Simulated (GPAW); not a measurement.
# linear Ti chain, spacing 2.672 A: cost and accuracy of the smearing, part 2 of 2

Wanted: the cheapest choice of the smearing that holds the magnetic results of linear Ti chain, spacing 2.672 A.

GPAW 26.7.0; PBE; plane waves with GPAW's PAW setups, scalar-relativistic.

So far, largest spin moment in the augmentation sphere (μB): step 2 (rung 1 (width 0.4 eV), start ferro +) 0.967; step 4 (rung 2 (width 0.2 eV), start ferro +) 1.63; step 5 (rung 2 (width 0.2 eV), start antiferro q=(0,0,1/2) +-) 1.08; step 6 (rung 3 (width 0.1 eV), start ferro +) 1.71; step 7 (rung 3 (width 0.1 eV), start antiferro q=(0,0,1/2) +-) 1.08.

**8. Rung 4 (width 0.05 eV), start ferro +**

order1.py reads:

```python
import json
import numpy as np
from ase import Atoms
from ase.parallel import paropen, parprint
from gpaw import GPAW

atoms = Atoms(['Ti'],
    cell=[[12.0, 0.0, 0.0],
         [0.0, 12.0, 0.0],
         [0.0, 0.0, 2.672]],
    scaled_positions=[[0.5, 0.5, 0.0]],
    pbc=True,
    magmoms=[1.0])
atoms.calc = GPAW(mode={'name': 'pw', 'ecut': 550},
    xc='PBE',
    kpts={'size': (1, 1, 10), 'gamma': True},
    occupations={'name': 'fermi-dirac', 'width': 0.05},
    convergence={'density': 1e-05, 'energy': 1e-05},
    maxiter=200,
    symmetry={'tolerance': 1e-4},
    txt='order1.txt')
e = atoms.get_potential_energy(force_consistent=True)
res = {'free_energy': e, 'energy_sigma0': atoms.get_potential_energy(), 'fermi_energy': atoms.calc.get_fermi_level()}
res['moments'] = atoms.get_magnetic_moments().tolist()
res['total'] = atoms.get_magnetic_moment()
parprint('site moments (muB):', np.round(res['moments'], 3))
parprint(f"total moment: {res['total']:.3f} muB")
parprint(f'free energy: {e:.6f} eV')
atoms.calc.write('order1.gpw')
with paropen('results.json', 'w') as f:
    json.dump(res, f)
```

Started as:

```
$ OMP_NUM_THREADS=1 python3 order1.py > order1.log
```

Output:

```text
gpaw.KohnShamConvergenceError

--- order1.txt ---
Input parameters:
  mode=PW(ecut=550),
  convergence={'density': 1e-05, 'energy': 1e-05},
  kpts=MonkhorstPack(size=(1, 1, 10), gamma=True),
  maxiter=200,
  occupations=Occupations(name='fermi-dirac', width=0.05),
  symmetry=Symmetry(tolerance=0.0001),
  xc=XC(name='PBE')

Diagonalizing LCAO Hamiltonian
Converting LCAO to pw mode
        .----------------------------.
       /|                            |
      / |                            |
     /  .----------------------------.
    /  /                            /
[...]
|iter:   2|       1s |   -3.076255 | -1.74 | -0.81 |  +0.9992|
|iter:   3|       2s |   -2.692833 | -1.05 | -0.87 |  +1.0279|
|iter:   4|       3s |   -2.710040 | -1.61 | -1.17 |  +1.2440|
|iter:   5|       3s |   -2.752449 | -2.63 | -1.32 |  +1.5235|
|iter:   6|       4s |   -2.793318 | -1.99 | -1.40 |  +1.9876|
[...]
[... 180 iterations left out ...]
[...]
|iter: 197|     173s |   -2.899926 | -2.22 | -1.41 |  +2.5338|
|iter: 198|     174s |   -2.776320 | -2.06 | -1.36 |  +1.8087|
|iter: 199|     175s |   -2.731927 | -2.34 | -1.69 |  +1.3473|
|iter: 200|     176s |   -2.739320 | -3.52 | -1.40 |  +1.3926|
```

Elapsed: 3 min, on 1 MPI rank of AMD EPYC 9R45, shared host; peak memory 0.37 GiB.

The run stopped without converging, so none of its numbers is a property of the system.

A smaller mixing step or another start is the usual next try.

**9. Rung 4 (width 0.05 eV), start antiferro q=(0,0,1/2) +-**

order2.py reads:

```python
import json
import numpy as np
from ase import Atoms
from ase.parallel import paropen, parprint
from gpaw import GPAW

atoms = Atoms(['Ti', 'Ti'],
    cell=[[12.0, 0.0, 0.0],
         [0.0, 12.0, 0.0],
         [0.0, 0.0, 5.344]],
    scaled_positions=[[0.5, 0.5, 0.0],
         [0.5, 0.5, 0.5]],
    pbc=True,
    magmoms=[1.0, -1.0])
atoms.calc = GPAW(mode={'name': 'pw', 'ecut': 550},
    xc='PBE',
    kpts={'size': (1, 1, 5), 'gamma': True},
    occupations={'name': 'fermi-dirac', 'width': 0.05},
    convergence={'density': 1e-05, 'energy': 1e-05},
    maxiter=200,
    symmetry={'tolerance': 1e-4},
    txt='order2.txt')
e = atoms.get_potential_energy(force_consistent=True)
res = {'free_energy': e, 'energy_sigma0': atoms.get_potential_energy(), 'fermi_energy': atoms.calc.get_fermi_level()}
res['moments'] = atoms.get_magnetic_moments().tolist()
res['total'] = atoms.get_magnetic_moment()
parprint('site moments (muB):', np.round(res['moments'], 3))
parprint(f"total moment: {res['total']:.3f} muB")
parprint(f'free energy: {e:.6f} eV')
atoms.calc.write('order2.gpw')
with paropen('results.json', 'w') as f:
    json.dump(res, f)
```

Started as:

```
$ OMP_NUM_THREADS=1 python3 order2.py > order2.log
```

Output:

```text
site moments (muB): [ 1.06 -1.06]
total moment: -0.000 muB
free energy: -5.368329 eV

--- order2.txt ---
Input parameters:
  mode=PW(ecut=550),
  convergence={'density': 1e-05, 'energy': 1e-05},
  kpts=MonkhorstPack(size=(1, 1, 5), gamma=True),
  maxiter=200,
  occupations=Occupations(name='fermi-dirac', width=0.05),
  symmetry=Symmetry(tolerance=0.0001),
  xc=XC(name='PBE')

Diagonalizing LCAO Hamiltonian
[...]
|         16 |        -0.950 |     0.000 |        -0.950 |     0.000 |
|         17 |        -0.084 |     0.000 |        -0.084 |     0.000 |
|         18 |        -0.084 |     0.000 |        -0.084 |     0.000 |

Gap: 0.040 eV
Transition (v -> c):
  (s=0, k=1, n=11, [0.00, 0.00, 0.20]) -> (s=1, k=0, n=12, [0.00, 0.00, 0.00])
Direct/indirect transitions are different
Direct gap: 0.091 eV
Transition at: (s=0->1, k=1, n=11, [0.00, 0.00, 0.20])


[key lines of the parts left out:]
Free energy:      -5.368329
Converged in 109 steps
dipole moment: (0.000001, 0.000001, -16.865171)  # |e|*Ang
Fermi level: -2.825
```

It took 2.6 min on 1 MPI rank; peak memory 0.6 GiB.

Numbers from this step:

```yaml
magnetization: 0 μB
final_state: antiferromagnetic
largest_moment: 1.060 μB
```

The largest moment moves by -0.02 μB from rung 3, at 3.7 times its CPU time.

**10. Rung 5 (width 0.02 eV), start ferro +**

order1.py is the script of step 8 with these lines changed:

```diff
@@ -16,3 +16,3 @@
     kpts={'size': (1, 1, 10), 'gamma': True},
-    occupations={'name': 'fermi-dirac', 'width': 0.05},
+    occupations={'name': 'fermi-dirac', 'width': 0.02},
     convergence={'density': 1e-05, 'energy': 1e-05},
```

Started as:

```
$ OMP_NUM_THREADS=1 python3 order1.py > order1.log
```

Output:

```text
gpaw.KohnShamConvergenceError

--- order1.txt ---
Input parameters:
  mode=PW(ecut=550),
  convergence={'density': 1e-05, 'energy': 1e-05},
  kpts=MonkhorstPack(size=(1, 1, 10), gamma=True),
  maxiter=200,
  occupations=Occupations(name='fermi-dirac', width=0.02),
  symmetry=Symmetry(tolerance=0.0001),
  xc=XC(name='PBE')

Diagonalizing LCAO Hamiltonian
Converting LCAO to pw mode
        .----------------------------.
       /|                            |
      / |                            |
     /  .----------------------------.
    /  /                            /
[...]
|iter:   2|       1s |   -3.069321 | -1.77 | -0.79 |  +0.9908|
|iter:   3|       2s |   -2.692652 | -0.97 | -0.86 |  +1.0254|
|iter:   4|       2s |   -2.719122 | -1.67 | -1.14 |  +1.3039|
|iter:   5|       3s |   -2.768368 | -2.49 | -1.35 |  +1.6524|
|iter:   6|       4s |   -2.778287 | -2.78 | -1.48 |  +1.8323|
[...]
[... 180 iterations left out ...]
[...]
|iter: 197|     153s |   -2.775797 | -3.47 | -1.61 |  +1.7997|
|iter: 198|     153s |   -2.771023 | -3.33 | -1.68 |  +1.6742|
|iter: 199|     154s |   -2.767249 | -3.29 | -1.74 |  +1.5724|
|iter: 200|     155s |   -2.763141 | -3.84 | -1.57 |  +1.5121|
```

Elapsed: 2.6 min, on 1 MPI rank; peak memory 0.37 GiB.

The run stopped without converging, so none of its numbers is a property of the system.

A smaller mixing step or another start is the usual next try.

**11. Rung 5 (width 0.02 eV), start antiferro q=(0,0,1/2) +-**

order2.py is the script of step 9 with these lines changed:

```diff
@@ -17,3 +17,3 @@
     kpts={'size': (1, 1, 5), 'gamma': True},
-    occupations={'name': 'fermi-dirac', 'width': 0.05},
+    occupations={'name': 'fermi-dirac', 'width': 0.02},
     convergence={'density': 1e-05, 'energy': 1e-05},
```

Started as:

```
$ OMP_NUM_THREADS=1 python3 order2.py > order2.log
```

Output:

```text
gpaw.KohnShamConvergenceError

--- order2.txt ---
Input parameters:
  mode=PW(ecut=550),
  convergence={'density': 1e-05, 'energy': 1e-05},
  kpts=MonkhorstPack(size=(1, 1, 5), gamma=True),
  maxiter=200,
  occupations=Occupations(name='fermi-dirac', width=0.02),
  symmetry=Symmetry(tolerance=0.0001),
  xc=XC(name='PBE')

Diagonalizing LCAO Hamiltonian
Converting LCAO to pw mode
        .----------------------------.
       /|                            |
      / |                            |
     /  |                            |
    /   |                            |
[...]
[... 180 iterations left out ...]
|iter: 191|     256s |   -5.279413c| -8.82c| -4.14 |  -0.0012|
|iter: 192|     257s |   -5.279413c| -8.16c| -4.15 |  -0.0015|
|iter: 193|     258s |   -5.279414c| -7.27 | -3.99 |  -0.0015|
|iter: 194|     260s |   -5.279413c| -7.26 | -3.84 |  -0.0013|
|iter: 195|     261s |   -5.279413c| -7.74c| -3.82 |  -0.0012|
|iter: 196|     262s |   -5.279413c| -7.81c| -4.13 |  -0.0013|
|iter: 197|     264s |   -5.279413c| -7.90c| -4.13 |  -0.0013|
|iter: 198|     265s |   -5.279413c| -9.11c| -4.15 |  -0.0011|
|iter: 199|     266s |   -5.279413c| -9.03c| -4.23 |  -0.0010|
|iter: 200|     267s |   -5.279413c| -8.47c| -4.29 |  -0.0011|
```

The job ended after 4.5 min (1 MPI rank; peak memory 0.61 GiB).

No converged result was reached; the numbers in the log don't describe the system.

A smaller mixing step or another start is the usual next try.

**12. The rungs together**

Ladder, by row:

| rung | smearing (eV) | state from the first start | state from the second start | second less first (meV a seeded atom) | moment, first (μB) | moment, second (μB) | CPU time (s) |
| --- | --- | --- | --- | --- | --- | --- | --- |
| 1 | 0.4 | ferromagnetic | antiferromagnetic | 22.39 | 0.9671 | 0.851 | 52.91 |
| 2 | 0.2 | ferromagnetic | antiferromagnetic | 123.5 | 1.628 | 1.079 | 55.79 |
| 3 | 0.1 | ferromagnetic | antiferromagnetic | 223.3 | 1.714 | 1.08 | 59.92 |

**13. Results**

| Item | Value |
| --- | --- |
| range of the moment in the table, first start | 0.967 to 1.71 μB |
| range of CPU time | 53 s to 60 s |
| range of the energy difference | 22.4 to 223 meV a seeded atom |

What this shows: Only the last rung can serve as the reference, and the rung before it is still 100 meV away, so convergence is not shown. The first start ends lower on every rung of the table; whether functional and cell give the true order is another question. The mesh stays the same, and a narrow smearing needs a finer one, so the last rung is no sure reference. Rungs 4 and 5 gave no pair of finished runs and are missing from the table.

[Logs and program files are shortened in this print: banners, set-up blocks, solver, clock and traceback lines can be left out without a mark of their own.]

[Logs are printed without paths, hosts, clocks, repeated set-up lines and the standing remarks that a program may print on its own settings, such as how far it seeks lower states.]

[Hosts, paths, dates, database ids (printed as entryN), source tags and the programs' standing remarks are cut or masked in the printed files.]

[Where a cell is said to come from a database of computed structures, the database is the Materials Project.]
